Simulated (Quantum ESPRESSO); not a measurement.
# CaO (Lime): how pressure shifts the optical phonon

Aim: the Grüneisen parameter and the pressure coefficient of an optical mode of CaO (Lime).

Calculated with Quantum ESPRESSO 7.5; DFT LDA, scalar-relativistic, plane waves, GBRV ultrasoft pseudopotentials.

### 1. Set-up

It takes space group Fm-3m (No. 225, cubic). The conventional cell has a = 4.710 Å, b = 4.710 Å, c = 4.710 Å, α = 90.00°, β = 90.00°, γ = 90.00°. Nearest to Ca lie 6 O at 2.36 Å. Nearest to O lie 6 Ca at 2.36 Å. Farther neighbours and most contacts between anions are not listed.

Coordinates:

```
Ca O
1.0
    -2.35524    0.00000    2.35524
     0.00000    2.35524    2.35524
    -2.35524    2.35524    0.00000
Ca O
1 1
Direct
  0.00000 0.00000 0.00000
  0.50000 0.50000 0.50000
```

This is the cell after its relaxation at this level of theory, not the database cell from which that began.

### 2. Runs at several volumes

The relaxed cell is scaled uniformly; in this structure symmetry fixes all atoms, so nothing has to be relaxed anew. Each volume gets a ground state and a response at Γ. The mode followed is the highest one without the macroscopic field, of symmetry T1u; longitudinal polar modes lie higher. Cutoff 55 Ry, k mesh 8×8×8.

From the response at V/V₀ = 0.94:

Log:

```text
[banners, grids, parts of the stress and lines that vanish by symmetry left out]
Program PHONON v.7.5
     Reading xml data from directory:

[...]
Exchange-correlation= PZ
                           (   1   1   0   0   0   0   0)
[...]
kinetic-energy cut-off    =      55.0000  Ry
     charge density cut-off    =     440.0000  Ry
     convergence threshold     =      1.0E-18
[...]
Exchange-correlation= PZ
                           (   1   1   0   0   0   0   0)
[...]
q = (   0.0000000   0.0000000   0.0000000 )
     49 Sym.Ops. (with q -> -q+G )
     G cutoff =  847.4324  (  25821 G-vectors)     FFT grid: ( 45, 45, 45)
     G cutoff =  423.7162  (   9185 G-vectors)  smooth grid: ( 30, 30, 30)
     number of k points=    29
[...]
Mode symmetry, O_h (m-3m)  point group:
[...]
Dielectric constant
[...]
End of electric fields calculation
          Dielectric constant in cartesian axis
          (       3.928037901       0.000000000       0.000000000 )
          (       0.000000000       3.928037901       0.000000000 )
          (       0.000000000      -0.000000000       3.928037901 )
          Effective charges (d Force / dE) in cartesian axis without acoustic sum rule applied (asr)
           atom    1  Ca    Mean Z*:        2.40526
      Ex  (        2.40526        0.00000        0.00000 )
      Ey  (        0.00000        2.40526       -0.00000 )
      Ez  (        0.00000       -0.00000        2.40526 )
           atom    2  O     Mean Z*:       -2.40406
      Ex  (       -2.40406        0.00000       -0.00000 )
      Ey  (       -0.00000       -2.40406        0.00000 )
      Ez  (       -0.00000        0.00000       -2.40406 )
          Effective charges Sum: Mean:        0.00120
[...]
Effective charges (d Force / dE) in cartesian axis with asr applied:
           atom    1  Ca    Mean Z*:        2.40466
[...]
atom    2  O     Mean Z*:       -2.40466
[...]
Representation #   1 modes #   1   2   3
[...]
End of self-consistent calculation
     Convergence has been achieved
     Representation #   2 modes #   4   5   6
[...]
End of self-consistent calculation
     Convergence has been achieved
[...]
Dielectric constant in cartesian axis
          (       3.928037901       0.000000000       0.000000000 )
          (       0.000000000       3.928037901       0.000000000 )
          (       0.000000000      -0.000000000       3.928037901 )
          Effective charges (d Force / dE) in cartesian axis without acoustic sum rule applied (asr)
           atom    1  Ca    Mean Z*:        2.40526
      Ex  (        2.40526        0.00000        0.00000 )
      Ey  (        0.00000        2.40526       -0.00000 )
      Ez  (        0.00000       -0.00000        2.40526 )
           atom    2  O     Mean Z*:       -2.40406
      Ex  (       -2.40406        0.00000       -0.00000 )
      Ey  (       -0.00000       -2.40406        0.00000 )
      Ez  (       -0.00000        0.00000       -2.40406 )
          Effective charges Sum: Mean:        0.00120
[...]
Effective charges (d Force / dE) in cartesian axis with asr applied:
           atom    1  Ca    Mean Z*:        2.40466
[...]
atom    2  O     Mean Z*:       -2.40466
[...]
q = (    0.000000000   0.000000000   0.000000000 )
[...]
freq (    1) =      -0.327030 [THz] =     -10.908536 [cm-1]
     freq (    2) =      -0.327030 [THz] =     -10.908536 [cm-1]
     freq (    3) =      -0.327030 [THz] =     -10.908536 [cm-1]
     freq (    4) =      10.099568 [THz] =     336.885336 [cm-1]
     freq (    5) =      10.099568 [THz] =     336.885336 [cm-1]
     freq (    6) =      10.099568 [THz] =     336.885336 [cm-1]
[...]
Mode symmetry, O_h (m-3m)  point group:
     freq (   1-   3) =        -10.9  [cm-1]   --> T_1u G_15  G_4- I
     freq (   4-   6) =        336.9  [cm-1]   --> T_1u G_15  G_4- I

   JOB DONE.
```

One volume, V/V₀ = 0.97, is held back as a test.

| V/V₀ | volume (Å³/atom) | pressure (GPa) | ω (cm⁻¹) |
| --- | --- | --- | --- |
| 0.94 | 12.281 | 9.04 | 336.89 |
| 0.97 | 12.673 | 4.09 | held back |
| 1 | 13.065 | -0.11 | 291.34 |
| 1.03 | 13.457 | -3.68 | 269.40 |
| 1.06 | 13.849 | -6.71 | 247.74 |

### 3. The fit

The mode Grüneisen parameter is γ = −d ln ω / d ln V.

| ln(V/V₀) | ln ω |
| --- | --- |
| -0.0619 | 5.8198 |
| 0.0000 | 5.6745 |
| 0.0296 | 5.5962 |
| 0.0583 | 5.5124 |

A straight line through these points has the slope -2.539, so γ = 2.54; at V/V₀ = 0.97 it predicts ω = exp(5.6672 + 0.0773) = 312.47 cm⁻¹.

A parabola of pressure against ln V through V/V₀ = 0.97, 1 and 1.03 gives the bulk modulus B = −dP/d ln V = 129 GPa at V₀. With ω₀ from the fitted line the pressure coefficient follows as dω/dP = γ ω₀ / B = 2.54 × 289.2 / 129 = 5.68 cm⁻¹/GPa.

### 4. The run that was held back

Log:

```text
[banners, grids, parts of the stress and lines that vanish by symmetry left out]
[banner, memory and clock lines left out]
Program PHONON v.7.5

[...]
Exchange-correlation= PZ
                           (   1   1   0   0   0   0   0)
[...]
kinetic-energy cut-off    =      55.0000  Ry
     charge density cut-off    =     440.0000  Ry
     convergence threshold     =      1.0E-18
[...]
Exchange-correlation= PZ
                           (   1   1   0   0   0   0   0)
[...]
q = (   0.0000000   0.0000000   0.0000000 )
     49 Sym.Ops. (with q -> -q+G )
     G cutoff =  865.3683  (  26565 G-vectors)     FFT grid: ( 45, 45, 45)
     G cutoff =  432.6841  (   9409 G-vectors)  smooth grid: ( 30, 30, 30)
     number of k points=    29
[...]
Mode symmetry, O_h (m-3m)  point group:
[...]
Dielectric constant
[...]
End of electric fields calculation
          Dielectric constant in cartesian axis
          (       3.899464967      -0.000000000      -0.000000000 )
          (      -0.000000000       3.899464967       0.000000000 )
          (      -0.000000000      -0.000000000       3.899464967 )
          Effective charges (d Force / dE) in cartesian axis without acoustic sum rule applied (asr)
           atom    1  Ca    Mean Z*:        2.38938
      Ex  (        2.38938        0.00000        0.00000 )
      Ey  (        0.00000        2.38938       -0.00000 )
      Ez  (        0.00000       -0.00000        2.38938 )
           atom    2  O     Mean Z*:       -2.38814
      Ex  (       -2.38814        0.00000       -0.00000 )
[...]
Representation #   1 modes #   1   2   3
[...]
End of self-consistent calculation
     Convergence has been achieved
     Representation #   2 modes #   4   5   6
[...]
End of self-consistent calculation
     Convergence has been achieved
[...]
Dielectric constant in cartesian axis
          (       3.899464967      -0.000000000      -0.000000000 )
          (      -0.000000000       3.899464967       0.000000000 )
          (      -0.000000000      -0.000000000       3.899464967 )
          Effective charges (d Force / dE) in cartesian axis without acoustic sum rule applied (asr)
           atom    1  Ca    Mean Z*:        2.38938
      Ex  (        2.38938        0.00000        0.00000 )
      Ey  (        0.00000        2.38938       -0.00000 )
      Ez  (        0.00000       -0.00000        2.38938 )
           atom    2  O     Mean Z*:       -2.38814
      Ex  (       -2.38814        0.00000       -0.00000 )
      Ey  (        0.00000       -2.38814        0.00000 )
      Ez  (       -0.00000        0.00000       -2.38814 )
          Effective charges Sum: Mean:        0.00125
[...]
Effective charges (d Force / dE) in cartesian axis with asr applied:
           atom    1  Ca    Mean Z*:        2.38876
[...]
atom    2  O     Mean Z*:       -2.38876
[...]
q = (    0.000000000   0.000000000   0.000000000 )
[...]
freq (    1) =      -0.350105 [THz] =     -11.678250 [cm-1]
     freq (    2) =      -0.350105 [THz] =     -11.678250 [cm-1]
     freq (    3) =      -0.350105 [THz] =     -11.678250 [cm-1]
     freq (    4) =       9.407128 [THz] =     313.788016 [cm-1]
     freq (    5) =       9.407128 [THz] =     313.788016 [cm-1]
     freq (    6) =       9.407128 [THz] =     313.788016 [cm-1]
[...]
Mode symmetry, O_h (m-3m)  point group:
     freq (   1-   3) =        -11.7  [cm-1]   --> T_1u G_15  G_4- I
     freq (   4-   6) =        313.8  [cm-1]   --> T_1u G_15  G_4- I
```

It gives 313.79 cm⁻¹ against the predicted 312.47 cm⁻¹, a miss of 1 cm⁻¹.

### 5. Results

```yaml
mode_grueneisen_parameter: 2.539
bulk_modulus: 129 GPa
pressure_coefficient: 5.68 cm⁻¹/GPa
```

**Reading.** The highest optical mode of CaO (Lime) without the LO-TO term stiffens by 5.68 cm⁻¹ a GPa near the relaxed volume, with γ = 2.54. The power law meets all 5 runs within 0.73 %; between neighbouring volumes γ runs from 2.26 to 2.92. Such a coefficient turns a measured shift of this mode into a hydrostatic stress; uniaxial or biaxial stress splits the mode and needs deformation potentials. The acoustic modes of the response miss zero by 11 cm⁻¹, a numerical error that can touch the optical modes as well. These are harmonic values at zero temperature for the structure held cubic, which a run at Γ can't show to be stable; the bulk modulus rests on three points.

[Host names and launcher messages were left out of these logs when they were recorded.]

[Logs are printed without paths, hosts, clocks, repeated set-up lines and the standing remarks that a program may print on its own settings, such as how far it seeks lower states.]

[Hosts, paths, dates, database ids (printed as entryN), source tags and the programs' standing remarks are cut or masked in the printed files.]
